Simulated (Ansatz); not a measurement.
# BaSr2Ti3O9 (perovskite [001] superlattice) (P4mm): band gap by G0W0 on PBEsol, part 2 of 3

How far does one-shot GW move the PBEsol gap of BaSr2Ti3O9 (perovskite [001] superlattice) (P4mm)?

Ansatz 0.2.0; PBEsol, then G0W0 on it, plane waves, PAW. Known limits of the many-body steps: finite bands, screening cutoff and k mesh; no spin-orbit coupling in G0W0.

So far. Step 2 (Relaxing the structure): The program's warnings for this run: band table not solved further. The relaxed cell has a = 3.912, c = 11.838 Å (conventional setting).

The structure was built from a prototype and need not be the compound's stable phase.

### Step 3. Bands along the symmetry lines

Level of this step: DFT, PBEsol, plane waves, PAW; PAW set soft_1 (Ansatz).

Levels along a band path and on the mesh show where this functional puts the band edges.

The input, input.yaml:

```yaml
crystal:
  lattice:
    - [3.9123432176, 0.0, 0.0]
    - [0.0, 3.9123432176, 0.0]
    - [0.0, 0.0, 11.8381029905]
  atoms:
    - { symbol: Sr, position: [0.0, 0.0, 0.0869191166] }
    - { symbol: O, position: [0.5, 0.5, 0.0801360104] }
    - { symbol: Ti, position: [0.5, 0.5, 0.2527204528] }
    - { symbol: O, position: [0.5, 0.0, 0.244166961] }
    - { symbol: O, position: [0.0, 0.5, 0.244166961] }
    - { symbol: Sr, position: [0.0, 0.0, 0.4160386449] }
    - { symbol: O, position: [0.5, 0.5, 0.4094797844] }
    - { symbol: Ti, position: [0.5, 0.5, 0.5819432431] }
    - { symbol: O, position: [0.5, 0.0, 0.5715622087] }
    - { symbol: O, position: [0.0, 0.5, 0.5715622087] }
    - { symbol: Ba, position: [0.0, 0.0, 0.74974787] }
    - { symbol: O, position: [0.5, 0.5, 0.7421089578] }
    - { symbol: Ti, position: [0.5, 0.5, 0.9241821691] }
    - { symbol: O, position: [0.5, 0.0, 0.9174443591] }
    - { symbol: O, position: [0.0, 0.5, 0.9174443591] }
kpoints:
  mp_grid: { grid: [6, 6, 2] }
  band_path:
    path:
      - [[0.0, 0.0, 0.0], [0.0, 0.5, 0.0], [0.5, 0.5, 0.0], [0.0, 0.0, 0.0], [0.0, 0.0, 0.5], [0.0, 0.5, 0.5], [0.5, 0.5, 0.5], [0.0, 0.0, 0.5]]
      - [[0.0, 0.5, 0.0], [0.0, 0.5, 0.5]]
      - [[0.5, 0.5, 0.0], [0.5, 0.5, 0.5]]
    npoints: 10
hamiltonian:
  xc: pbesol
  pseudopotentials: { kind: paw, azcp: { folder: soft_1 }, xc_functional: pbe }
scf:
  occupations: { method: fermi_dirac, width: 0.02 }
  n_extra_bands: 9
output:
  eigenvalues: true
  forces: true
  stress: true
  write_density: true
  write_potential: true
  elf: true
  volumetric_format: npy
```

Started as:

```sh
$ ansatz run input.yaml --threads 3 --pin off --max-ram 92160MiB --backend cuda --events-out ev --progress --plain --runs-dir out --devices 1 --max-vram 13GiB
```

Numbers of over 12 decimals in the logs are rounded to 6 here.

The program printed:

```text
[...]
GPUs: using 1 of 1 available (devices: 1).
[...]
GPU FFT provider: cuFFT
GPU libraries: cuBLAS 13.8.2, cuFFT 12.4.0, cuSOLVER 12.3.4
Crystal: 15 atoms, lattice volume = 181.199 Å³
Basis set: ecut = 420 eV, 3567 PW (Γ), exchange–correlation on 54×54×160 points (8 copies of the dense FFT grid, shifted against one another)
Bands: 69, of which v1, the nominal top of the filled ones, is band 60 counted from 1 (59 counted from 0)
Symmetry: 8 space group operations
[...]
k-points: 20 of 72
[...]
GPU buffer pool allocated for 58320 grid points (all kernels)
[...]
SCF iter   1: F=—  HF=-25343.335970 eV  |F-HF|=—  |Δ(HF+E_count)|=         —  Δρ=5.42e-2  dr2=6.39e0  ethr=3.10e-3  ⟨swp⟩=9.3  Hψ=6142  notcnv=0
[...]
SCF iter   9: F=-25342.166188 eV  HF=-25342.166188 eV  |F-HF|=1.86e-8  |Δ(HF+E_count)|=   1.21e-8  Δρ=5.26e-6  dr2=4.52e-8  ethr=8.33e-11  ⟨swp⟩=19.6  Hψ=13965  notcnv=0
SCF 1 converged in 9 iterations: F = -25342.166188 eV  dr2 = 4.52e-8
  Residual-converged pass: ⟨swp⟩=1.1  Hψ=1461  notcnv=0  max |occ|·‖R‖ = 7.0e-9 eV (tolerance 1.0e-8 eV)  dr2=4.52e-8  dr2_onsite=6.29e-9  max |Δocc| = 0.0e0
[...]
NSCF: frozen V_eff on 93 k-points
SCF converged after 9 iterations
Free energy (F): -25342.166188 eV
[...]
Internal energy: -25342.166188 eV  (E = F + TS)
E sigma→0 (E₀):  -25342.166188 eV
Fermi energy:    11.058915 eV
[...]
--- Forces (eV/Å), atoms counted from 1 ---
  atom   1  Sr     0.00000000     0.00000000    -0.00035890
  atom   2  O     -0.00000000     0.00000000    -0.00000555
  atom   3  Ti    -0.00000000     0.00000000    -0.00239812
  atom   4  O     -0.00000000     0.00000000     0.00042168
  atom   5  O     -0.00000000     0.00000000     0.00042168
  atom   6  Sr    -0.00000000     0.00000000     0.00037678
  atom   7  O      0.00000000     0.00000000     0.00197652
  atom   8  Ti     0.00000000     0.00000000     0.00025795
  atom   9  O     -0.00000000     0.00000000    -0.00026575
  atom  10  O      0.00000000     0.00000000    -0.00026575
  atom  11  Ba    -0.00000000     0.00000000    -0.00180640
  atom  12  O      0.00000000     0.00000000     0.00126739
  atom  13  Ti    -0.00000000     0.00000000     0.00014061
  atom  14  O      0.00000000     0.00000000     0.00011313
  atom  15  O     -0.00000000     0.00000000     0.00011313
  max |Σ_I F_I| component: 1.16e-5 eV/Å
--- Stress (GPa, compression-positive) ---
       -0.006246       0.000000       0.000000
        0.000000      -0.006246       0.000000
       -0.000000       0.000000       0.015051
  P = ⅓ Tr σ = 0.0009 GPa (0.009 kbar)
--- Band table (eV; the first three rows and the last of 20) ---
  k-point 0: bands = [... 56 lower, 9.4907, 9.7008, 9.7259, 9.7259, 11.9829, 12.0788, 12.1309, 12.1873, ... 5 higher]
  k-point 1: bands = [... 56 lower, 9.6038, 9.6038, 9.6568, 9.6568, 12.0143, 12.0260, 12.1524, 12.6621, ... 5 higher]
  k-point 2: bands = [... 56 lower, 9.1690, 9.2240, 9.5130, 9.6109, 12.2165, 12.5591, 12.6062, 12.6124, ... 5 higher]
  k-point 19: bands = [... 56 lower, 10.0356, 10.0550, 10.0697, 10.1265, 14.0705, 14.0705, 14.0955, 14.0955, ... 5 higher]
```

Elapsed: 9.9 s, on 1 × NVIDIA H100 80GB HBM3 (shared by 6 runs) with 3 threads of AMD EPYC 7R13 (Zen 3), shared host; peak memory 1.1 GiB; 14 s of CPU time.

This step gave:

* pressure: 8.53e-4 GPa
* filled bands: 60
* gap: 1.856 eV
* valence top at: A
* conduction bottom at: Γ
* least direct gap: 2.257 eV

Over mesh and path the gap is 1.856 eV, from k = (0.500, 0.500, 0.500) to k = Γ. The least direct gap found is 2.257 eV, at k = Γ.

The electronic bands at the labelled points (eV, zero at the top of the highest nominally filled band):

```tsv
point	band 57	band 58	band 59	band 60	band 61	band 62	band 63	band 64
Γ	-0.64	-0.43	-0.40	-0.40	1.86	1.95	2.00	2.06
halfway	-0.75	-0.71	-0.71	-0.62	2.13	2.91	2.93	2.95
X	-0.94	-0.83	-0.46	-0.32	2.20	3.37	3.52	3.77
halfway	-0.68	-0.61	-0.42	-0.31	2.98	3.73	3.81	3.82
M	-0.35	-0.08	-0.04	-0.01	3.83	3.83	4.23	4.23
halfway	-0.83	-0.71	-0.62	-0.60	2.85	3.05	3.30	3.43
Γ	-0.64	-0.43	-0.40	-0.40	1.86	1.95	2.00	2.06
halfway	-0.58	-0.58	-0.43	-0.43	1.87	1.93	2.02	2.20
Z	-0.52	-0.52	-0.47	-0.47	1.89	1.90	2.03	2.54
halfway	-0.93	-0.89	-0.81	-0.68	2.57	2.60	2.93	2.96
R	-1.18	-1.16	-1.00	-0.16	2.63	2.67	3.77	3.80
halfway	-0.65	-0.62	-0.62	-0.12	3.22	3.25	3.88	3.91
A	-0.09	-0.07	-0.06	0.00	3.94	3.94	3.97	3.97
halfway	-0.82	-0.73	-0.71	-0.58	3.08	3.12	3.20	3.21
Z	-0.52	-0.52	-0.47	-0.47	1.89	1.90	2.03	2.54
jump to X	-0.94	-0.83	-0.46	-0.32	2.20	3.37	3.52	3.77
halfway	-1.01	-0.97	-0.69	-0.21	2.33	3.05	3.73	3.77
R	-1.18	-1.16	-1.00	-0.16	2.63	2.67	3.77	3.80
jump to M	-0.35	-0.08	-0.04	-0.01	3.83	3.83	4.23	4.23
halfway	-0.17	-0.08	-0.05	0.00	3.86	3.86	4.10	4.10
A	-0.09	-0.07	-0.06	0.00	3.94	3.94	3.97	3.97
```

Valence density in the ca plane at fractional y = 0.000, with atoms of Sr and O and Ba within 0.2 Å of it. It is the smooth field of the valence electrons, not physical close to the nuclei.

Ten even steps from '0' (0.0 e/Å³) to '9' (7.5 e/Å³), each cell a mean:
```
023331000001233200000011111100000
012210000000122100000001111000000
000000000000000000000000000000000
000000023200000001331000000002320
000000279510000002894000000015961
000000157300000002663000000014741
000000011100000000110000000001110
001100000000011000000000110000000
013320000000233200000001111000000
022231000001322310000011001100000
```
Columns run along c (11.8 Å), rows up along a (3.9 Å). Atoms in or near the plane, at fractional coordinates: Sr at (0.09, 0.00), O at (0.24, 0.50), Sr at (0.42, 0.00), O at (0.57, 0.50), Ba at (0.75, 0.00), O at (0.92, 0.50).

ELF in the ca plane at fractional y = 0.000, with atoms of Sr and O and Ba within 0.2 Å of it. It is the smooth field of the valence electrons, not physical close to the nuclei.

Ten even steps from '0' (0.02) to '9' (0.86), each cell a mean:
```
895489200018955981000597117940001
389994012104999940120179999711210
025630378620365214775126886126773
300003898972000048999610110279898
500016974884000179658820000497479
400005987883000169779710000388789
101201699851021027998303552148996
169972145311699611452149998413541
698897100007988960000399559930000
893189300029822892000696005950001
```
Columns run along c (11.8 Å), rows up along a (3.9 Å). Atoms in or near the plane, at fractional coordinates: Sr at (0.09, 0.00), O at (0.24, 0.50), Sr at (0.42, 0.00), O at (0.57, 0.50), Ba at (0.75, 0.00), O at (0.92, 0.50).

### Step 4. One-shot GW

G0W0 replaces the xc potential by a self-energy built once from the orbitals of the start. Levels are corrected in the window of bands that the input names, at points of the mesh.

This step: G0W0 on PBEsol, plane waves, PAW; PAW set soft_1.

input.yaml, the sections that differ from step 3:

```yaml
kpoints:
  mp_grid: { grid: [6, 6, 2] }
scf:
  occupations: { method: fixed }
gw:
  n_empty_bands: 609
  ecut_chi: 130.0
  qp_bands: [v4, c4]
  qp_kpoints: band_edges
  screening: { model: contour_deformation }
# crystal, hamiltonian: as in step 3
# output: removed
```

The program printed:

```text
GPUs: using 1 of 1 available (devices: 1).
[...]
GPU FFT provider: cuFFT
GPU libraries: cuBLAS 13.8.2, cuFFT 12.4.0, cuSOLVER 12.3.4
Crystal: 15 atoms, lattice volume = 181.199 Å³
Basis set: ecut = 420 eV, 3567 PW (Γ)
Bands: 75, of which v1, the nominal top of the filled ones, is band 60 counted from 1 (59 counted from 0)
Symmetry: 8 space group operations
[...]
k-points: 20 of 72
[...]
GPU buffer pool allocated for 58320 grid points (all kernels)
[...]
SCF iter   1: F=—  HF=-25343.342737 eV  |F-HF|=—  |Δ(HF+E_count)|=         —  Δρ=5.43e-2  dr2=6.42e0  ethr=3.10e-3  ⟨swp⟩=4.9  Hψ=5367  notcnv=0  defer=221
[...]
SCF iter  12: F=-25342.166740 eV  HF=-25342.166740 eV  |F-HF|=4.30e-8  |Δ(HF+E_count)|=   3.57e-8  Δρ=5.86e-6  dr2=5.36e-8  ethr=8.33e-11  ⟨swp⟩=3.0  Hψ=3055  notcnv=0
SCF 1 converged in 12 iterations: F = -25342.166740 eV  dr2 = 5.36e-8
[...]
the band table was solved once the SCF had ended and its energy, with any forces and stress, was formed, with the checks that follow a solve (6219 applications of the Hamiltonian). They found nothing against the state; the energy, forces and stress were not computed again (output.eigenvalues in the input reference)
[...]
G₀W₀ screening: q 1/20
[... further progress lines ...]
SCF converged after 12 iterations
Free energy (F): -25342.166740 eV
[...]
Internal energy: -25342.166740 eV  (E = F + TS)
E sigma→0 (E₀):  -25342.166740 eV
Fermi energy:    10.126543 eV
[...]
--- Band table (eV; the first three rows and the last of 20) ---
  k-point 0: bands = [... 56 lower, 9.4906, 9.7009, 9.7259, 9.7259, 11.9828, 12.0787, 12.1309, 12.1872, ... 11 higher]
  k-point 1: bands = [... 56 lower, 9.6037, 9.6037, 9.6568, 9.6568, 12.0142, 12.0260, 12.1523, 12.6621, ... 11 higher]
  k-point 2: bands = [... 56 lower, 9.1689, 9.2241, 9.5130, 9.6109, 12.2164, 12.5590, 12.6062, 12.6123, ... 11 higher]
  k-point 19: bands = [... 56 lower, 10.0356, 10.0550, 10.0698, 10.1265, 14.0704, 14.0704, 14.0955, 14.0955, ... 11 higher]
--- G₀W₀: contour deformation, 7 samples at zero and on the imaginary axis and 2 off it, 72 q-points, 609 empty bands' worth ---
  eigenvalues of the whole cell's RPA ε∞ on this k-mesh (on a slab, of 1 + 4πα/V) = 5.7823, 6.1246, 6.1246; static W/v taken at q = 0 is 0.166361
  gw.qp_kpoints: band_edges: 17 of 20 stored k-points solved, in 1 pass; an edge of the gap read off the rows below is read off those points alone
    valence top: of the k-points left out ik 8 came nearest to being solved in a further pass, in band 59 (counted from 1, as in the quasiparticle table): it holds the edge there only if its correction is more favourable than any solved in that band by at least 0.647 eV; those differ by 0.101 eV
    conduction bottom: of the k-points left out ik 3 came nearest to being solved in a further pass, in band 62 (counted from 1, as in the quasiparticle table): it holds the edge there only if its correction is more favourable than any solved in that band by at least 0.546 eV; those differ by 0.060 eV
    ik  band        ε_KS         Σx   Σc(E_QP)       V_xc       Z   E_QP_lin       E_QP  E_QP is
     0    57      9.4906   -25.9000     4.4762   -21.0297  0.7291     9.0936     9.0966  root
     0    58      9.7009   -26.1807     4.4141   -21.4038  0.7312     9.3357     9.3381  root
     0    59      9.7259   -25.8211     4.2554   -21.2164  0.7315     9.3745     9.3766  root
     0    60      9.7259   -25.8211     4.2554   -21.2164  0.7315     9.3745     9.3766  root
     0    61     11.9828   -12.6061    -6.3897   -20.2887  0.7445    13.3070    13.2757  root
     0    62     12.0787   -12.8162    -6.5324   -20.6669  0.7403    13.4310    13.3971  root
     0    63     12.1309   -12.8158    -6.5729   -20.7181  0.7399    13.4951    13.4603  root
     0    64     12.1872   -13.0448    -6.0988   -20.4153  0.7431    13.4891    13.4590  root
     1    57      9.6037   -25.9109     4.3704   -21.1677  0.7303     9.2284     9.2309  root
     1    58      9.6037   -25.9109     4.3704   -21.1677  0.7303     9.2284     9.2309  root
     1    59      9.6568   -25.8179     4.3289   -21.1320  0.7304     9.2975     9.2998  root
     1    60      9.6568   -25.8179     4.3289   -21.1320  0.7304     9.2975     9.2998  root
     1    61     12.0142   -12.6767    -6.4493   -20.4259  0.7429    13.3462    13.3142  root
     1    62     12.0260   -12.6753    -6.4318   -20.4122  0.7433    13.3634    13.3311  root
     1    63     12.1523   -12.8869    -6.6145   -20.8370  0.7385    13.5235    13.4880  root
     1    64     12.6621   -13.7340    -6.1698   -21.1859  0.7323    13.9784    13.9441  root
     2    57      9.1689   -25.4547     4.2563   -20.8256  0.7286     8.7934     8.7961  root
     2    58      9.2241   -25.1524     4.4967   -20.2588  0.7204     8.8237     8.8272  root
     2    59      9.5130   -25.5313     4.1098   -21.0846  0.7310     9.1741     9.1761  root
     2    60      9.6109   -26.0126     4.3886   -21.2602  0.7308     9.2448     9.2472  root
     2    61     12.2164   -13.0969    -6.1513   -20.5280  0.7420    13.5271    13.4961  root
     2    62     12.5590   -13.6199    -6.2620   -21.1492  0.7319    13.8597    13.8262  root
     2    63     12.6062   -13.5998    -6.2158   -21.0997  0.7339    13.9240    13.8902  root
     2    64     12.6123   -13.6867    -6.3950   -21.3689  0.7294    13.9351    13.8995  root
     4    57      9.2724   -25.6067     4.2637   -20.9725  0.7290     8.8995     8.9021  root
     4    58      9.3791   -25.9420     4.4793   -21.0759  0.7286     8.9895     8.9923  root
     4    59      9.5752   -25.3747     4.6946   -20.2676  0.7200     9.1591     9.1626  root
     4    60      9.6603   -25.4652     4.6716   -20.3739  0.7210     9.2369     9.2406  root
     4    61     12.2907   -13.1764    -6.3215   -20.8045  0.7388    13.6309    13.5973  root
     4    62     13.4583   -14.3664    -6.7795   -22.4566  0.7100    14.8167    14.7690  root
     4    63     13.4799   -14.4153    -6.7392   -22.4495  0.7091    14.8220    14.7749  root
     4    64     13.4927   -14.4722    -6.6295   -22.4021  0.7115    14.8393    14.7932  root
     5    57      9.0649   -25.4481     4.2075   -20.8684  0.7289     8.6900     8.6927  root
     5    58      9.1194   -25.1172     4.5358   -20.1768  0.7185     8.7110     8.7147  root
     5    59      9.2431   -25.1892     4.5128   -20.2763  0.7202     8.8394     8.8429  root
     5    60      9.7441   -25.4778     4.6735   -20.3939  0.7213     9.3303     9.3338  root
     5    61     12.7284   -13.7642    -6.3548   -21.4227  0.7291    14.0691    14.0322  root
     5    62     12.7601   -13.7319    -6.3820   -21.4136  0.7291    14.0965    14.0599  root
     5    63     13.4840   -14.4598    -6.7519   -22.5017  0.7081    14.8212    14.7739  root
     5    64     13.5108   -14.5201    -6.7316   -22.5421  0.7075    14.8492    14.8013  root
[...]
18    61     13.9533   -14.7714    -7.0935   -23.1868  0.6962    15.3324    15.2752  root
    18    62     13.9533   -14.7714    -7.0935   -23.1868  0.6962    15.3324    15.2752  root
    18    63     14.3613   -14.6210    -7.5218   -23.4619  0.6851    15.7457    15.6803  root
    18    64     14.3613   -14.6210    -7.5218   -23.4619  0.6851    15.7457    15.6803  root
    19    57     10.0356   -25.8926     4.6862   -20.8206  0.7233     9.6470     9.6499  root
    19    58     10.0550   -25.8107     4.7076   -20.7221  0.7220     9.6712     9.6740  root
    19    59     10.0698   -25.8423     4.7185   -20.7474  0.7217     9.6906     9.6934  root
    19    60     10.1265   -25.9390     4.7026   -20.8558  0.7225     9.7431     9.7459  root
    19    61     14.0704   -14.6345    -7.2353   -23.1861  0.6932    15.4456    15.3867  root
    19    62     14.0704   -14.6345    -7.2353   -23.1861  0.6932    15.4456    15.3867  root
    19    63     14.0955   -14.7500    -7.2037   -23.2816  0.6936    15.4832    15.4234  root
    19    64     14.0955   -14.7500    -7.2037   -23.2816  0.6936    15.4832    15.4234  root
```

It took 3.5 min on 1 × NVIDIA H100 80GB HBM3 (shared by 6 runs) with 3 threads; peak memory 3.5 GiB; 6.1 min of CPU time.

Numbers from this step:

```yaml
bands_summed: 669
rpa_eps_infinity_on_this_mesh_eigenvalues: 5.782, 6.125, 6.125
plane_waves_in_the_screening_matrix: 619
q_points_in_the_mesh: 72
g0w0_gap_over_the_corrected_points: 3.530 eV
k_of_the_valence_top: -0.5, -0.5, -0.5
k_of_the_conduction_bottom: 0, 0, 0
starting_gap_on_the_mesh: 1.856 eV
z_at_the_valence_top: 0.7225
z_at_the_conduction_bottom: 0.7445
least_direct_g0w0_gap_over_the_corrected_points: 3.899 eV
```

Over 17 of 20 irreducible mesh points the G0W0 gap is 3.530 eV, from k = (-0.500, -0.500, -0.500) to k = Γ. The PBEsol gap of this run on the mesh is 1.856 eV. The two states that bound the G0W0 gap lie that far apart at the start, so the correction of the gap is 3.530 − 1.856 = +1.674 eV.

Labels follow the order of the start: v1 is the top filled band, c1 the lowest empty one; levels that stay degenerate share a row, the window can cut a multiplet, doubted levels are not marked in this list, bands outside the window were not corrected, and the list may be a part of the corrected levels. The levels before and after the correction (eV, zero at the valence-band top of each column):

```tsv
	conduction bottom	valence top
Kohn-Sham	1.86	0.00
G0W0	3.53	0.00
```

```tsv
	level	occupation	energy (eV)
Kohn-Sham	Γ v3	2	-0.426
Kohn-Sham	Γ v2-v1	2	-0.401
Kohn-Sham	Γ c1	0	1.856
Kohn-Sham	Γ c2	0	1.952
Kohn-Sham	Γ c3	0	2.004
Kohn-Sham	(-0.5 -0.5 -0.5) v3	2	-0.072
Kohn-Sham	(-0.5 -0.5 -0.5) v2	2	-0.057
Kohn-Sham	(-0.5 -0.5 -0.5) v1	2	0.000
Kohn-Sham	(-0.5 -0.5 -0.5) c1-c2	0	3.944
Kohn-Sham	(-0.5 -0.5 -0.5) c3	0	3.969
G0W0	Γ v3	2	-0.408
G0W0	Γ v2-v1	2	-0.369
G0W0	Γ c1	0	3.530
G0W0	Γ c2	0	3.651
G0W0	Γ c3	0	3.714
G0W0	(-0.5 -0.5 -0.5) v3	2	-0.072
G0W0	(-0.5 -0.5 -0.5) v2	2	-0.053
G0W0	(-0.5 -0.5 -0.5) v1	2	0.000
G0W0	(-0.5 -0.5 -0.5) c1-c2	0	5.641
G0W0	(-0.5 -0.5 -0.5) c3	0	5.678
```

The parts of the quasiparticle energy for the two states that bound the G0W0 gap, in eV on the run's own scale (QP = start + Σx + Σc − Vxc, with Σc at the quasiparticle energy):

```tsv
edge	k	band	start	Σx	Σc	Vxc	Z	QP
valence top	(-0.500, -0.500, -0.500)	60	10.127	−25.939	4.703	−20.856	0.723	9.746
conduction bottom	Γ	61	11.983	−12.606	−6.390	−20.289	0.745	13.276
```

[end of part 2 of 3]

[Paths, hosts, dates, memory and timing lines, banners, echoed tables and standing remarks are left out of the program output.]

[Logs are printed without paths, hosts, clocks, repeated set-up lines and the standing remarks that a program may print on its own settings, such as how far it seeks lower states.]

[Runs of the session that timed out or met a known fault of the program may be left out.]

[Cells called generated may have been cut or substituted from an entry of the Crystallography Open Database or the Materials Project.]

[Hosts, paths, dates, database ids (printed as entryN), source tags and the programs' standing remarks are cut or masked in the printed files.]

[Where an RPA ε∞ is given, it is that of the G0W0 mesh and is not shown converged in it. Names of k-points follow the symmetry that the program found, which can be lower than the space group named. Band edges on a path are those of the sampled points; other points can move an edge, and change direct to indirect where valleys lie close.]

[Hybrid gaps are those of their k-mesh and are not shown converged in it.]
